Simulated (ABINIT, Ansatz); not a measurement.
# NbB2 (P6/mmm): zone-centre phonons, part 3 of 3

Which modes does NbB2 (P6/mmm) have at the zone centre?

ABINIT 10.8.3; DFT LDA, scalar-relativistic, plane waves, JTH PAW pseudopotentials.

So far. Step 3 (Self-consistent run for the response): The cell stands at -0.24 GPa: the relaxation ran with a smoothed and higher cutoff, and the difference is a stress of the finite basis. Step 4 (Linear response at Γ): The acoustic modes at Γ come out as far as 5.8 cm⁻¹ from zero, where they should vanish, a small numerical error. The relaxed cell has a = 3.072, c = 3.280 Å (conventional setting).

## Step 5: Zone-centre analysis

anaddb reads the merged derivatives and imposes the acoustic sum rule.

anaddb.abi

```
ddb_filepath "gamma_DDB"
output_file "anaddb.abo"
outdata_prefix "anaddb"
asr 1
chneut 1
enunit 2
eivec 1
nph1l 1
qph1l 0.0 0.0 0.0 1.0
```

mrgddb.in

```
gamma_DDB
merged
1
dfpt_gammao_DDB
```

Started as:

```sh
> mrgddb < mrgddb.in > mrgddb.log
> OMP_NUM_THREADS=1 anaddb anaddb.abi > anaddb.log
```

anaddb.abo, the main output file:

```text
-outvars_anaddb: echo values of input variables ----------------------

 Miscellaneous information :
      enunit         2
       eivec         1
         asr         1
 First list of wavevector (reduced coord.) :
       nph1l         1
       qph1l
                     0.00000000E+00  0.00000000E+00  0.00000000E+00    1.000E+00

================================================================================

 read the DDB information and perform some checks

  ==== Info on the Cryst% object ====
 Real(R)+Recip(G) space primitive vectors, cartesian coordinates (Bohr,Bohr^-1):
 R(1)=  5.8051345  0.0000000  0.0000000  G(1)=  0.1722613  0.0994551  0.0000000
 R(2)= -2.9025672  5.0273939  0.0000000  G(2)=  0.0000000  0.1989102  0.0000000
 R(3)=  0.0000000  0.0000000  6.1978658  G(3)=  0.0000000  0.0000000  0.1613459
 Unit cell volume ucvol=  1.8088284E+02 bohr^3
 Angles (23,13,12)=  9.00000000E+01  9.00000000E+01  1.20000000E+02 degrees
 Time-reversal symmetry is present
 Reduced atomic positions [iatom, xred, symbol]:
    1)    0.0000000  0.0000000  0.0000000  Nb
    2)    0.3333333  0.6666667  0.5000000   B
    3)    0.6666667  0.3333333  0.5000000   B

 DDB file with 1 blocks has been read.

================================================================================

 Treat the first list of vectors

  Phonon wavevector (reduced coordinates) :  0.00000  0.00000  0.00000
 Phonon energies in Hartree :
   0.000000E+00  0.000000E+00  0.000000E+00  2.025516E-03  2.025516E-03
   2.258353E-03  2.582625E-03  3.802911E-03  3.802911E-03
 Phonon energies in meV     :
-  0.000000E+00  0.000000E+00  0.000000E+00  5.511708E+01  5.511708E+01
-  6.145292E+01  7.027680E+01  1.034825E+02  1.034825E+02
 Phonon frequencies in cm-1    :
-  0.000000E+00  0.000000E+00  0.000000E+00  4.445493E+02  4.445493E+02
-  4.956512E+02  5.668206E+02  8.346425E+02  8.346425E+02
 Phonon frequencies in Thz     :
-  0.000000E+00  0.000000E+00  0.000000E+00  1.332725E+01  1.332725E+01
-  1.485925E+01  1.699285E+01  2.502195E+01  2.502195E+01
 Phonon energies in Kelvin  :
-  0.000000E+00  0.000000E+00  0.000000E+00  6.396072E+02  6.396072E+02
-  7.131315E+02  8.155284E+02  1.200864E+03  1.200864E+03

 Eigendisplacements
 (will be given, for each mode : in cartesian coordinates
   for each atom the real part of the displacement vector,
   then the imaginary part of the displacement vector - absolute values smaller than 1.0d-7 are set to zero)
  Mode number    1   Energy    0.000000E+00
 Attention : low frequency mode.
   (Could be unstable or acoustic mode)
-  1  0.00000000E+00  0.00000000E+00  2.18858509E-03
-     0.00000000E+00  0.00000000E+00  0.00000000E+00
-  2  0.00000000E+00  0.00000000E+00  2.18858380E-03
-     0.00000000E+00  0.00000000E+00  0.00000000E+00
-  3  0.00000000E+00  0.00000000E+00  2.18858380E-03
-     0.00000000E+00  0.00000000E+00  0.00000000E+00
  Mode number    2   Energy    0.000000E+00
 Attention : low frequency mode.
   (Could be unstable or acoustic mode)
-  1  0.00000000E+00 -2.18858534E-03  0.00000000E+00
-     0.00000000E+00  0.00000000E+00  0.00000000E+00
-  2  0.00000000E+00 -2.18858274E-03  0.00000000E+00
-     0.00000000E+00  0.00000000E+00  0.00000000E+00
-  3  0.00000000E+00 -2.18858274E-03  0.00000000E+00
-     0.00000000E+00  0.00000000E+00  0.00000000E+00
  Mode number    3   Energy    0.000000E+00
 Attention : low frequency mode.
   (Could be unstable or acoustic mode)
-  1  2.18858535E-03  0.00000000E+00  0.00000000E+00
-     0.00000000E+00  0.00000000E+00  0.00000000E+00
-  2  2.18858275E-03  0.00000000E+00  0.00000000E+00
-     0.00000000E+00  0.00000000E+00  0.00000000E+00
-  3  2.18858275E-03  0.00000000E+00  0.00000000E+00
-     0.00000000E+00  0.00000000E+00  0.00000000E+00
  Mode number    4   Energy    2.025516E-03
-  1  9.88965565E-04 -3.69721520E-04  0.00000000E+00
-     0.00000000E+00  0.00000000E+00  0.00000000E+00
-  2 -4.24943666E-03  1.58863790E-03  0.00000000E+00
-     0.00000000E+00  0.00000000E+00  0.00000000E+00
-  3 -4.24943666E-03  1.58863790E-03  0.00000000E+00
-     0.00000000E+00  0.00000000E+00  0.00000000E+00
  Mode number    5   Energy    2.025516E-03
-  1  3.69721520E-04  9.88965565E-04  0.00000000E+00
-     0.00000000E+00  0.00000000E+00  0.00000000E+00
-  2 -1.58863790E-03 -4.24943666E-03  0.00000000E+00
-     0.00000000E+00  0.00000000E+00  0.00000000E+00
-  3 -1.58863790E-03 -4.24943666E-03  0.00000000E+00
-     0.00000000E+00  0.00000000E+00  0.00000000E+00
  Mode number    6   Energy    2.258353E-03
;  1  0.00000000E+00  0.00000000E+00  1.05581626E-03
;     0.00000000E+00  0.00000000E+00  0.00000000E+00
;  2  0.00000000E+00  0.00000000E+00 -4.53668135E-03
;     0.00000000E+00  0.00000000E+00  0.00000000E+00
;  3  0.00000000E+00  0.00000000E+00 -4.53668135E-03
;     0.00000000E+00  0.00000000E+00  0.00000000E+00
  Mode number    7   Energy    2.582625E-03
;  1  0.00000000E+00  0.00000000E+00  0.00000000E+00
;     0.00000000E+00  0.00000000E+00  0.00000000E+00
;  2  0.00000000E+00  0.00000000E+00  5.03700077E-03
;     0.00000000E+00  0.00000000E+00  0.00000000E+00
;  3  0.00000000E+00  0.00000000E+00 -5.03700077E-03
;     0.00000000E+00  0.00000000E+00  0.00000000E+00
  Mode number    8   Energy    3.802911E-03
-  1  0.00000000E+00  0.00000000E+00  0.00000000E+00
-     0.00000000E+00  0.00000000E+00  0.00000000E+00
-  2  4.71952421E-03 -1.75996250E-03  0.00000000E+00
-     0.00000000E+00  0.00000000E+00  0.00000000E+00
-  3 -4.71952421E-03  1.75996250E-03  0.00000000E+00
-     0.00000000E+00  0.00000000E+00  0.00000000E+00
  Mode number    9   Energy    3.802911E-03
-  1  0.00000000E+00  0.00000000E+00  0.00000000E+00
-     0.00000000E+00  0.00000000E+00  0.00000000E+00
-  2  1.75996250E-03  4.71952421E-03  0.00000000E+00
-     0.00000000E+00  0.00000000E+00  0.00000000E+00
-  3 -1.75996250E-03 -4.71952421E-03  0.00000000E+00
-     0.00000000E+00  0.00000000E+00  0.00000000E+00

 Analysis of degeneracies and characters (maximum tolerance=1.00E-06 a.u.)
 For each vibration mode, or group of modes if degenerate,
 the characters are given for each symmetry operation (see the list in the log file).
 Symmetry characters of vibration mode #   1
       degenerate with vibration modes #   2 to    3
  3.0 -3.0  1.0 -1.0  2.0 -2.0  1.0 -1.0 -0.0  0.0  1.0 -1.0 -1.0  1.0  1.0 -1.0
  0.0  0.0  1.0 -1.0  2.0 -2.0  1.0 -1.0
 Symmetry characters of vibration mode #   4
        degenerate with vibration mode #   5
  2.0 -2.0 -0.0  0.0  1.0 -1.0  0.0  0.0 -1.0  1.0  0.0 -0.0 -2.0  2.0  0.0 -0.0
 -1.0  1.0  0.0  0.0  1.0 -1.0 -0.0  0.0
 Symmetry characters of vibration mode #   6
  1.0 -1.0  1.0 -1.0  1.0 -1.0  1.0 -1.0  1.0 -1.0  1.0 -1.0  1.0 -1.0  1.0 -1.0
  1.0 -1.0  1.0 -1.0  1.0 -1.0  1.0 -1.0
 Symmetry characters of vibration mode #   7
  1.0  1.0 -1.0 -1.0 -1.0 -1.0  1.0  1.0  1.0  1.0 -1.0 -1.0 -1.0 -1.0  1.0  1.0
  1.0  1.0 -1.0 -1.0 -1.0 -1.0  1.0  1.0
 Symmetry characters of vibration mode #   8
        degenerate with vibration mode #   9
  2.0  2.0 -0.0  0.0 -1.0 -1.0 -0.0 -0.0 -1.0 -1.0  0.0  0.0  2.0  2.0  0.0 -0.0
 -1.0 -1.0 -0.0 -0.0 -1.0 -1.0  0.0  0.0
-
```

It took 0.74 s on 1 thread of Intel Xeon at 2.70GHz, shared host.

Read from the output:

```yaml
highest_optical_zone_centre_mode_no_lo_to_term: 834.6 cm⁻¹
lowest_optical_zone_centre_mode: 444.6 cm⁻¹
```

No LO-TO term; unit eigenvectors of the mass-weighted matrix, from anaddb's displacements. The modes at Γ (shares of kinetic energy by element, %):

| mode | frequency (cm⁻¹) | Nb % | B % |
| --- | --- | --- | --- |
| 1 | 0.0 | 81 | 19 |
| 2 | 0.0 | 81 | 19 |
| 3 | 0.0 | 81 | 19 |
| 4 | 444.5 | 19 | 81 |
| 5 | 444.5 | 19 | 81 |
| 6 | 495.7 | 19 | 81 |
| 7 | 566.8 | 0 | 100 |
| 8 | 834.6 | 0 | 100 |
| 9 | 834.6 | 0 | 100 |

Displacements in mode 4 (444.5 cm⁻¹), the largest set to 1:
```
Nb1  0.23 -0.09  0.00
B2  -1.00  0.37  0.00
B3  -1.00  0.37  0.00
```

Displacements in mode 8 (834.6 cm⁻¹), the largest set to 1:
```
Nb1  0.00  0.00  0.00
B2   1.00 -0.37  0.00
B3  -1.00  0.37  0.00
```

The rule moves no optical mode by more than 0.2 cm⁻¹.

## Step 6: Results

```
space group after relaxation                                           : P6/mmm
volume per atom                                                        : 8.93 Å³
highest optical zone-centre mode (no LO-TO term)                       : 834.6 cm⁻¹
lowest optical zone-centre mode                                        : 444.6 cm⁻¹
imaginary optical modes at the zone centre (no q mesh in this session) : none
```

**Reading.** At the LDA level the optical modes of NbB2 (P6/mmm) at the zone centre run from 445 to 835 cm⁻¹. These are harmonic frequencies at zero temperature: anharmonic shifts and linewidths and thermal expansion are left out. In a metal the frequencies hang on the k mesh and the smearing, most of all near Kohn anomalies. The runs are without spin polarisation, although the cell has an odd electron count or an open d or f shell, so a magnetic state was not tested.

[Host names and launcher messages were left out of these logs when they were recorded.]

[Logs are printed without paths, hosts, clocks, repeated set-up lines and the standing remarks that a program may print on its own settings, such as how far it seeks lower states.]

[Hosts, paths, dates, database ids (printed as entryN), source tags and the programs' standing remarks are cut or masked in the printed files.]
